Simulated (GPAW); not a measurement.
Some values are withheld and marked by numbers in brackets.

**CsGeCl3 (R3m): one start, several treatments of the self-energy**

The structure is trigonal, space group R3m (No. 160). Conventional cell: a = 7.694 Å, b = 7.694 Å, c = 9.535 Å, α = 90.00°, β = 90.00°, γ = 120.00°. Cs has 12 Cl at 3.86 to 3.90 Å nearest. Ge has 3 Cl at 2.37 Å nearest. Nearest to Cl lie 2 Ge at 2.37 to 3.10 Å and 4 Cs at 3.86 to 3.90 Å. Farther neighbours and most contacts between anions are not listed.

```
Cs Ge Cl
1.0
     3.84682    2.22096    3.17830
    -3.84682    2.22096    3.17830
     0.00000   -4.44192    3.17830
Cs Ge Cl
1 1 3
Cartesian
  0.0000 0.0000 9.5197
  0.0000 0.0000 4.9156
  0.0000 -2.0074 6.1725
  -1.7385 1.0037 6.1725
  1.7385 1.0037 6.1725
```

| Item | Value |
| --- | --- |
| method | DFT, LDA, plane waves, PAW (and 3 further levels or steps) |
| program | GPAW 26.7.0 |
| settings of one run | cutoff 450 eV, GPAW PAW setups 1.2.1 data release, 2×2×2 k-mesh, nbands 558 |
| cost | 6 runs, 6.8 min in all on 4 MPI ranks of Arm Neoverse V2, shared host (the runs of this entry) |
| notes | The cell and positions are those that the Materials Project relaxed with its own functionals (PBE, PBE+U or r2SCAN), kept fixed. Limits: no spin-orbit coupling. Bands and cutoff are finite, so the gap is not at the basis limit. The miss can reach some tenths of an eV and take either sign; the mesh is an error of its own. The 2×2×2 mesh is coarse for this cell, which bears on the long-range parts of exchange and screening. |
| G0W0, Godby-Needs plasmon pole | 3.468 eV |
| one-shot HSE06 | 3.001 eV |
| G0W0, extrapolated in the cutoff | 3.650 eV |
| one-shot Hartree-Fock | [1] |
| G0W0, full frequency, Hilbert transform | 3.404 eV |
| known limits | not at the basis limit; no spin-orbit coupling; coarse k mesh |

**Question.** What are the withheld values?

[1] one-shot Hartree-Fock (CsGeCl3): 8.610 eV. Bare exchange alone opens the gap to 8.61 eV; against G0W0, correlation takes back 5.14 eV.

[Paths, hosts, dates, memory and timing lines, banners, echoed tables and standing remarks are left out of the program output.]

[Logs are printed without paths, hosts, clocks, repeated set-up lines and the standing remarks that a program may print on its own settings, such as how far it seeks lower states.]

[Runs of the session that timed out or met a known fault of the program may be left out.]

[Hosts, paths, dates, database ids (printed as entryN), source tags and the programs' standing remarks are cut or masked in the printed files.]
